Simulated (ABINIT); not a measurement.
**BP (F-43m): refractive index against wavelength**

The refractive index of BP (F-43m) below the direct gap (3.39 eV on the mesh) is read from one computed spectrum, n = √(Re ε).

Cell: a, b, c = 3.209, 3.209, 3.209 Å (primitive vectors), 2 atoms.

Method: ABINIT 10.8.3, LDA, independent particles, k-mesh 12×12×12, Lorentzian half width 0.04 eV.

Launch of the response step: `optic optic.abi`. The run took 53 s, its band step included, on 4 threads of AMD EPYC (Zen 3), with other jobs on the host.

| wavelength (nm) | photon energy E (eV) | n |
| --- | --- | --- |
| 1550 | 0.800 | 3.1251 |
| 1310 | 0.946 | 3.1363 |
| 1064 | 1.165 | 3.1570 |
| 850 | 1.459 | 3.1928 |
| 700 | 1.771 | 3.2431 |
| 633 | 1.959 | 3.2801 |
| 532 | 2.331 | ? |

In the single-oscillator model n² − 1 = E₀E_d/(E₀² − E²), so 1/(n² − 1) = E₀/E_d − E²/(E₀E_d) is linear in E².

Working, on the rows shown:

| x = E² (eV²) | y = 1/(n² − 1) |
| --- | --- |
| 0.639837 | 0.114074 |
| 0.895757 | 0.113169 |
| 1.35784 | 0.111524 |
| 2.12762 | 0.108767 |
| 3.13716 | 0.105067 |
| 3.83641 | 0.102469 |

Means: x̄ = 1.9991, ȳ = 0.10918. Σ(x − x̄)(y − ȳ) = -0.02962, Σ(x − x̄)² = 8.164. Slope = -0.02962 / 8.164 = -0.003628; intercept = ȳ − slope · x̄ = 0.11643. Turned back into n, the line misses the rows shown by at most 0.00073.

Predict the last column of the withheld row from the fit.

At x = 5.4314 the line gives y = 0.096725, that is 3.3673. The run gave 3.3734, so the extrapolation is off by 0.0061, 2 % of the range in the table.

Refitted with all rows, the slope is -0.00369 and the intercept 0.11653. These give E₀ = √(intercept/−slope) = 5.62 eV and E_d = E₀/intercept = 48.2 eV; E₀ is 1.7 times the direct gap. The electronic limit at long wavelengths, without lattice vibrations, is n = √(1 + 1/intercept) = 3.095. Excitons are left out and so are local fields; LDA gaps are as a rule too small. The values come from a sum over the points of one k-mesh and carry its error, which grows as the direct gap shrinks.
